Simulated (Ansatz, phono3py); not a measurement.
# KCl (Sylvite, Fm-3m): thermal conductivity with phono3py, part 4 of 5

Aim: with force constants in hand, see how mesh, solver, isotopes and boundaries change the conductivity of KCl (Sylvite).

Measurements to reproduce:
- thermal conductivity 7.1 W/m/K near room temperature (given in “Combining the AFLOW GIBBS and Elastic Libraries to efficiently and robustly screen thermo-mechanical properties of solids”, 2017, arXiv:1611.05714)
- thermal conductivity 7.1 W/m/K near room temperature (given in “Predicting the lattice thermal conductivity of solids by solving the Boltzmann transport equation: AFLOW - AAPL an automated, accurate and efficient framework”, 2017, arXiv:1611.05481)

phono3py 4.10.0; DFT LDA, scalar-relativistic, plane waves, PAW; PAW set soft_1; phono3py on Ansatz's force constants.

So far, κ at 300 K (W/m/K): step 2 (relaxation-time solution) 10.3; step 13 (boundary mean free path 1 micrometre) 9.98; step 14 (solver LBTE) 14.0; step 15 (solver RTA with coherences (SMM19)) 10.4; step 16 (delta function Gaussian, sigma 0.03 THz) 10.8.

## 17. Gaussian smearing, third order supercell 3×3×3, supercell 6×6×6 (run 2)

A Gaussian replaces the tetrahedron method for energy conservation; its width must match the mesh.

phono3py.yaml

```yaml
phono3py:
  version: "4.10.0"
  frequency_unit_conversion_factor: 15.633302
  symmetry_tolerance: 1.00000e-05

physical_unit:
  atomic_mass: "AMU"
  length: "angstrom"

space_group:
  type: "Fm-3m"
  number: 225
  Hall_symbol: "-F 4 2 3"

primitive_matrix:
- [  1.000000000000000,  0.000000000000000,  0.000000000000000 ]
- [  0.000000000000000,  1.000000000000000,  0.000000000000000 ]
- [  0.000000000000000,  0.000000000000000,  1.000000000000000 ]

supercell_matrix:
- [   3,   0,   0 ]
- [   0,   3,   0 ]
- [   0,   0,   3 ]

# [primitive_cell block left out]
unit_cell:
  lattice:
  - [     0.000000000000000,     3.038637085300000,     3.038637085300000 ] # a
  - [     3.038637085300000,     0.000000000000000,     3.038637085300000 ] # b
  - [     3.038637085300000,     3.038637085300000,     0.000000000000000 ] # c
  points:
  - symbol: K # 1
    coordinates: [  0.000000000000000,  0.000000000000000,  0.000000000000000 ]
    mass: 39.098300
    reduced_to: 1
  - symbol: Cl # 2
    coordinates: [  0.500000000000000,  0.500000000000000,  0.500000000000000 ]
    mass: 35.450000
    reduced_to: 2

# [supercell block left out]
phonon_supercell_matrix:
- [   6,   0,   0 ]
- [   0,   6,   0 ]
- [   0,   0,   6 ]

# [phonon_primitive_cell block left out]
# [phonon_supercell block left out]
nac:
  born_effective_charge:
  - # 1 (K)
    - [  1.109090761846020,  0.000000000000000,  0.000000000000000 ]
    - [  0.000000000000000,  1.109090761846020,  0.000000000000000 ]
    - [  0.000000000000000,  0.000000000000000,  1.109090761846020 ]
  - # 2 (Cl)
    - [ -1.109090761846020,  0.000000000000000,  0.000000000000000 ]
    - [  0.000000000000000, -1.109090761846020,  0.000000000000000 ]
    - [  0.000000000000000,  0.000000000000000, -1.109090761846020 ]
  dielectric_constant:
    - [  2.507462363085693,  0.000000000000000,  0.000000000000000 ]
    - [  0.000000000000000,  2.507462363085693,  0.000000000000000 ]
    - [  0.000000000000000,  0.000000000000000,  2.507462363085693 ]
  unit_conversion_factor: 14.399645
```

Started as:

```
$ phono3py phono3py.yaml --mesh 17 17 17 --br --isotope --sigma 0.1 --ts 100 300 600
```

What it wrote:

```text
[banner, memory and clock lines left out]
Rust backend (phonors) using rayon (8 threads).
Running in phono3py.load mode.
Spglib version 2.8.0
----------------------------- General settings -----------------------------
Run mode: conductivity-RTA
HDF5 data compression filter: gzip
Crystal structure was read from "phono3py.yaml".
Supercell (dim): [3 3 3]
Phonon supercell (dim-fc2): [6 6 6]
Primitive matrix:
  [1. 0. 0.]
  [0. 1. 0.]
  [0. 0. 1.]
Spacegroup: Fm-3m (225)
Use -v option to watch primitive cell, unit cell, and supercell structures.
[...]
5.039   (   0.000    1.521    0.257)    1.542
   5.040   (  -0.000   -1.361    2.927)    3.228
=================== End of collection of collisions ===================
----------- Thermal conductivity (W/m-k) for sigma=0.1 -----------
#  T(K)        xx         yy         zz         yz         xz         xy
  100.0      29.258     29.258     29.258      0.000      0.000     -0.000
  300.0      10.314     10.314     10.314      0.000      0.000     -0.000
  600.0       5.261      5.261      5.261      0.000      0.000     -0.000

Thermal conductivity related properties and sigma 0.1
were written into "kappa-m171717-s0.1.hdf5".
Summary of calculation was written in "phono3py.yaml".
```

Elapsed: 20 s, on 8 threads of Intel Xeon at 2.70GHz, shared host; peak memory 0.24 GiB; 2 min of CPU time.

Numbers from this step:

| Item | Value |
| --- | --- |
| κ at 300 K | 10.31 W/m/K |
| κ xx, yy, zz at 300 K | 10.31, 10.31, 10.31 W/m/K |

With a width of 0.1 THz κ at 300 K is 10.3 W/(m K), +0.4 % from the tetrahedron value.

Between step 16 and this run (sigma 0.1 THz) the value for the κ at 300 K moves from 10.8 W/m/K to 10.3 W/m/K (-4 %).

## 18. Two-phonon phase space, third order supercell 3×3×3, supercell 6×6×6

The two-phonon density of states counts the channels open to a mode, without matrix elements.

phono3py.yaml is that of step 17.

Started as:

```
$ phono3py phono3py.yaml --mesh 21 21 21 --jdos --gp 0 --num-freq-points 80
```

What it wrote:

```text
[banner, memory and clock lines left out]
Rust backend (phonors) using rayon (8 threads).
Running in phono3py.load mode.
Spglib version 2.8.0
----------------------------- General settings -----------------------------
Run mode: jdos
HDF5 data compression filter: gzip
Crystal structure was read from "phono3py.yaml".
Supercell (dim): [3 3 3]
Phonon supercell (dim-fc2): [6 6 6]
Primitive matrix:
  [1. 0. 0.]
  [0. 1. 0.]
  [0. 0. 1.]
Spacegroup: Fm-3m (225)
Use -v option to watch primitive cell, unit cell, and supercell structures.
NAC parameters were read from "phono3py.yaml".
fc3 was read from "fc3.hdf5".
fc2 was read from "fc2.hdf5".
----------------------------- Force constants ------------------------------
Max drift of fc3: -0.00000000 (xxx) -0.00000000 (xxx) -0.00000000 (xxx)
Max drift of fc2: 0.00000000 (zz) 0.00000000 (zz)
--------------------------- Calculation settings ---------------------------
Non-analytical term correction (NAC): True
NAC unit conversion factor:  14.39964
BZ integration: Tetrahedron-method
Cutoff frequency: 0.01
Number of frequency sampling points: 80
Mesh sampling: [ 21 21 21 ]
Generating grid system ... [ 21 21 21 ]
  PRB 50, 13035(R) (1994), PRB 55, 10355 (1997)
  G-cutoff distance: 1.08, Number of G-points: 307, Lambda: 0.18
--------------------------------- Joint DOS ---------------------------------
Running harmonic phonon calculations...
======================= Grid point 0 (1/1) =======================
q-point: ( 0.00  0.00  0.00)
Number of triplets: 286
Frequency
   0.000
   0.000
   0.000
   4.833
   4.833
   4.833
Tetrahedron method is used.
Calculations at 80 frequency points are divided into 8 batches.
1/8: [ 1  2  3  4  5  6  7  8  9 10]
2/8: [11 12 13 14 15 16 17 18 19 20]
3/8: [21 22 23 24 25 26 27 28 29 30]
4/8: [31 32 33 34 35 36 37 38 39 40]
5/8: [41 42 43 44 45 46 47 48 49 50]
6/8: [51 52 53 54 55 56 57 58 59 60]
7/8: [61 62 63 64 65 66 67 68 69 70]
8/8: [71 72 73 74 75 76 77 78 79 80]
JDOS is written into "jdos-m212121-g0.dat".
```

The job ended after 4.4 s (8 threads; peak memory 0.24 GiB; 5.2 s of CPU time).

Table of joint density of states at Gamma by frequency; read off at these points:

| frequency (THz) | absorption class (1/THz) | decay class (1/THz) |
| --- | --- | --- |
| 0.00 | 0 | 0 |
| 0.34 | 12.7 | 0.00241 |
| 0.67 | 11.4 | 0.0139 |
| 1.01 | 10.8 | 0.0387 |
| 1.52 | 11.1 | 0.0974 |
| 1.86 | 8.01 | 0.152 |
| 2.19 | 7.12 | 0.223 |
| 2.53 | 5.67 | 0.313 |
| 2.87 | 4.69 | 0.435 |
| 3.20 | 3.89 | 0.607 |
| 3.54 | 1.83 | 0.901 |
| 3.88 | 1.12 | 0.996 |
| 4.39 | 0.520 | 1.15 |
| 4.72 | 0.334 | 1.28 |
| 5.06 | 0.248 | 2.04 |
| 5.40 | 0.175 | 3.10 |
| 5.73 | 0.109 | 4.75 |
| 6.07 | 0.0476 | 4.61 |
| 6.41 | 0 | 5.17 |
| 6.91 | 0 | 9.60 |
| 7.25 | 0 | 7.00 |
| 7.59 | 0 | 8.00 |
| 7.93 | 0 | 10.5 |
| 8.26 | 0 | 8.00 |
| 8.60 | 0 | 6.2 |
| 8.94 | 0 | 5.5 |
| 9.44 | 0 | 6.07 |
| 9.78 | 0 | 6.62 |
| 10.12 | 0 | 2.62 |
| 10.46 | 0 | 1.10 |
| 10.79 | 0 | 0.823 |
| 11.13 | 0 | 0.589 |
| 11.47 | 0 | 0.144 |
| 11.81 | 0 | 0.120 |
| 12.31 | 0 | 0.0914 |
| 12.65 | 0 | 0.0705 |
| 12.99 | 0 | 0.0467 |
| 13.32 | 0 | 0 |

The joint density of states at Gamma (absorption class) has its highest peak at 0.34 THz.

## 19. Without the dipole term, third order supercell 3×3×3, supercell 6×6×6

Dropping the dipole term tests how much its part of the interpolation matters for κ.

phono3py.yaml is that of step 18.

Started as:

```
$ phono3py phono3py.yaml --mesh 17 17 17 --br --isotope --nonac --ts 100 300 600
```

What it wrote:

```text
Rust backend (phonors) using rayon (8 threads).
Running in phono3py.load mode.
Spglib version 2.8.0
----------------------------- General settings -----------------------------
Run mode: conductivity-RTA
HDF5 data compression filter: gzip
Crystal structure was read from "phono3py.yaml".
Supercell (dim): [3 3 3]
Phonon supercell (dim-fc2): [6 6 6]
Primitive matrix:
  [1. 0. 0.]
  [0. 1. 0.]
  [0. 0. 1.]
Spacegroup: Fm-3m (225)
Use -v option to watch primitive cell, unit cell, and supercell structures.
fc3 was read from "fc3.hdf5".
fc2 was read from "fc2.hdf5".
----------------------------- Force constants ------------------------------
Max drift of fc3: -0.00000000 (xxx) -0.00000000 (xxx) -0.00000000 (xxx)
Max drift of fc2: 0.00000000 (zz) 0.00000000 (zz)
--------------------------- Calculation settings ---------------------------
BZ integration: Tetrahedron-method
Temperature:  100.0  300.0  600.0
Cutoff frequency: 0.01
Mesh sampling: [ 17 17 17 ]
Generating grid system ... [ 17 17 17 ]
fc3-r2q-transformation over three atoms: True
--------------------------- Phonon calculations ----------------------------
Running harmonic phonon calculations...
-------------------- Lattice thermal conductivity (RTA) --------------------
Running heat capacity calculations...
Running velocity calculations...
Running isotope scattering calculations with tetrahedron method...
======================= Grid point 0 (1/165) =======================
q-point: ( 0.00  0.00  0.00)
Boundary mean free path (millimeter): 1000.000
Mass variance parameters: 1.64e-04 5.83e-04
Number of triplets: 165
Frequency     group velocity (x, y, z)     |gv|
   0.000   (   0.000    0.000    0.000)    0.000
   0.000   (   0.000    0.000    0.000)    0.000
   0.000   (   0.000    0.000    0.000)    0.000
   4.833   (   0.000    0.000    0.000)    0.000
   4.833   (   0.000    0.000    0.000)    0.000
   4.833   (   0.000    0.000    0.000)    0.000
======================= Grid point 1 (2/165) =======================
q-point: ( 0.06  0.00  0.00)
Boundary mean free path (millimeter): 1000.000
Mass variance parameters: 1.64e-04 5.83e-04
Number of triplets: 489
Frequency     group velocity (x, y, z)     |gv|
   0.503   ( -17.156   17.156   17.156)   29.715
   0.503   ( -17.156   17.156   17.156)   29.715
   0.644   ( -22.132   22.132   22.132)   38.333
   4.823   (   0.819   -0.819   -0.819)    1.418
   4.823   (   0.819   -0.819   -0.819)    1.418
   5.237   ( -24.542   24.542   24.542)   42.508
[162 grid points left out]
======================= Grid point 1322 (165/165) =======================
q-point: ( 0.71  0.47  0.24)
Boundary mean free path (millimeter): 1000.000
Mass variance parameters: 1.64e-04 5.83e-04
Number of triplets: 1305
Frequency     group velocity (x, y, z)     |gv|
   2.459   (   0.000   13.705    1.535)   13.791
   2.641   (  -0.000  -13.785   -8.247)   16.063
   3.801   (  -0.000   25.416    0.278)   25.418
   4.116   (   0.000  -21.579   -1.740)   21.649
   5.042   (   0.000    1.644    0.485)    1.714
   5.045   (  -0.000   -1.313    2.929)    3.210
=================== End of collection of collisions ===================
----------- Thermal conductivity (W/m-k) with tetrahedron method -----------
#  T(K)        xx         yy         zz         yz         xz         xy
  100.0      29.223     29.223     29.223      0.000      0.000     -0.000
  300.0      10.254     10.254     10.254      0.000      0.000     -0.000
  600.0       5.226      5.226      5.226      0.000      0.000     -0.000

Thermal conductivity related properties were written into
"kappa-m171717.hdf5".
Summary of calculation was written in "phono3py.yaml".
```

Wall time 25 s (8 threads); peak memory 0.24 GiB.

This step gave:

```yaml
kappa_at_300_k: 10.25 W/m/K
kappa_xx_yy_zz_at_300_k: 10.25, 10.25, 10.25 W/m/K
```

W/m/K. Kappa, by row:

| T (K) | xx | yy | zz | yz | xz | xy |
| --- | --- | --- | --- | --- | --- | --- |
| 100 | 29.22 | 29.22 | 29.22 | 0 | 0 | 0 |
| 300 | 10.25 | 10.25 | 10.25 | 0 | 0 | 0 |
| 600 | 5.226 | 5.226 | 5.226 | 0 | 0 | 0 |

κ at 300 K goes from 10.3 to 10.2 W/(m K). Only the interpolation between the solved wavevectors changes, and the fewer these are, the more it matters.

## 20. A changed mass, third order supercell 3×3×3, supercell 6×6×6

Changing one mass at fixed force constants separates the effect of mass from that of bonding.

phono3py.yaml is that of step 19.

Started as:

```
$ phono3py phono3py.yaml --mesh 17 17 17 --br --mass 39.098 17.725 --ts 100 300 600
```

What it wrote:

```text
[banner, memory and clock lines left out]
Rust backend (phonors) using rayon (8 threads).
Running in phono3py.load mode.
Spglib version 2.8.0
----------------------------- General settings -----------------------------
Run mode: conductivity-RTA
HDF5 data compression filter: gzip
Crystal structure was read from "phono3py.yaml".
Supercell (dim): [3 3 3]
Phonon supercell (dim-fc2): [6 6 6]
Primitive matrix:
  [1. 0. 0.]
  [0. 1. 0.]
  [0. 0. 1.]
Spacegroup: Fm-3m (225)
Use -v option to watch primitive cell, unit cell, and supercell structures.
NAC parameters were read from "phono3py.yaml".
fc3 was read from "fc3.hdf5".
fc2 was read from "fc2.hdf5".
----------------------------- Force constants ------------------------------
Max drift of fc3: -0.00000000 (xxx) -0.00000000 (xxx) -0.00000000 (xxx)
Max drift of fc2: 0.00000000 (zz) 0.00000000 (zz)
--------------------------- Calculation settings ---------------------------
Non-analytical term correction (NAC): True
NAC unit conversion factor:  14.39964
BZ integration: Tetrahedron-method
Temperature:  100.0  300.0  600.0
Cutoff frequency: 0.01
Mesh sampling: [ 17 17 17 ]
Generating grid system ... [ 17 17 17 ]
fc3-r2q-transformation over three atoms: True
--------------------------- Phonon calculations ----------------------------
  PRB 50, 13035(R) (1994), PRB 55, 10355 (1997)
  G-cutoff distance: 1.08, Number of G-points: 307, Lambda: 0.18
Running harmonic phonon calculations...
-------------------- Lattice thermal conductivity (RTA) --------------------
Running heat capacity calculations...
Running velocity calculations...
======================= Grid point 0 (1/165) =======================
q-point: ( 0.00  0.00  0.00)
Boundary mean free path (millimeter): 1000.000
Number of triplets: 165
Frequency     group velocity (x, y, z)     |gv|
   0.000   (   0.000    0.000    0.000)    0.000
   0.000   (   0.000    0.000    0.000)    0.000
   0.000   (   0.000    0.000    0.000)    0.000
   5.968   (   0.000    0.000    0.000)    0.000
   5.968   (   0.000    0.000    0.000)    0.000
   5.968   (   0.000    0.000    0.000)    0.000
======================= Grid point 1 (2/165) =======================
q-point: ( 0.06  0.00  0.00)
Boundary mean free path (millimeter): 1000.000
Number of triplets: 489
Frequency     group velocity (x, y, z)     |gv|
   0.570   ( -19.500   19.500   19.500)   33.775
   0.570   ( -19.500   19.500   19.500)   33.775
   0.740   ( -25.392   25.392   25.392)   43.980
   5.953   (   0.986   -0.986   -0.986)    1.709
   5.953   (   0.986   -0.986   -0.986)    1.709
   8.175   (   2.032   -2.032   -2.032)    3.519
[162 grid points left out]
======================= Grid point 1322 (165/165) =======================
q-point: ( 0.71  0.47  0.24)
Boundary mean free path (millimeter): 1000.000
Number of triplets: 1305
Frequency     group velocity (x, y, z)     |gv|
   2.826   (  -0.000   14.839    1.744)   14.941
   3.005   (   0.000  -13.606   -6.387)   15.030
   3.863   (  -0.000    7.540   -2.422)    7.919
   5.698   (   0.000   -3.349    0.697)    3.421
   6.292   (  -0.000    2.937    0.404)    2.965
   6.317   (   0.000   -2.804    1.040)    2.991
=================== End of collection of collisions ===================
----------- Thermal conductivity (W/m-k) with tetrahedron method -----------
#  T(K)        xx         yy         zz         yz         xz         xy
  100.0      28.800     28.800     28.800      0.000      0.000     -0.000
  300.0       8.109      8.109      8.109      0.000      0.000     -0.000
  600.0       3.989      3.989      3.989      0.000      0.000     -0.000

Thermal conductivity related properties were written into
"kappa-m171717.hdf5".
Summary of calculation was written in "phono3py.yaml".
```

The job ended after 22 s (8 threads; peak memory 0.24 GiB).

Numbers from this step:

```
κ at 300 K            : 8.109 W/m/K
κ xx, yy, zz at 300 K : 8.109, 8.109, 8.109 W/m/K
```

W/m/K. Kappa, by row:

| T (K) | xx | yy | zz | yz | xz | xy |
| --- | --- | --- | --- | --- | --- | --- |
| 100 | 28.8 | 28.8 | 28.8 | 0 | 0 | 0 |
| 300 | 8.109 | 8.109 | 8.109 | 0 | 0 | 0 |
| 600 | 3.989 | 3.989 | 3.989 | 0 | 0 | 0 |

Without isotope scattering in either run, κ at 300 K goes from 10.7 to 8.11 W/(m K).

(Continued in part 5 of 5.)

[Logs are printed without paths, hosts, clocks, repeated set-up lines and the standing remarks that a program may print on its own settings, such as how far it seeks lower states.]

[Hosts, paths, dates, database ids (printed as entryN), source tags and the programs' standing remarks are cut or masked in the printed files.]

[A step with changed settings may run another functional than the one named; its input shows which.]
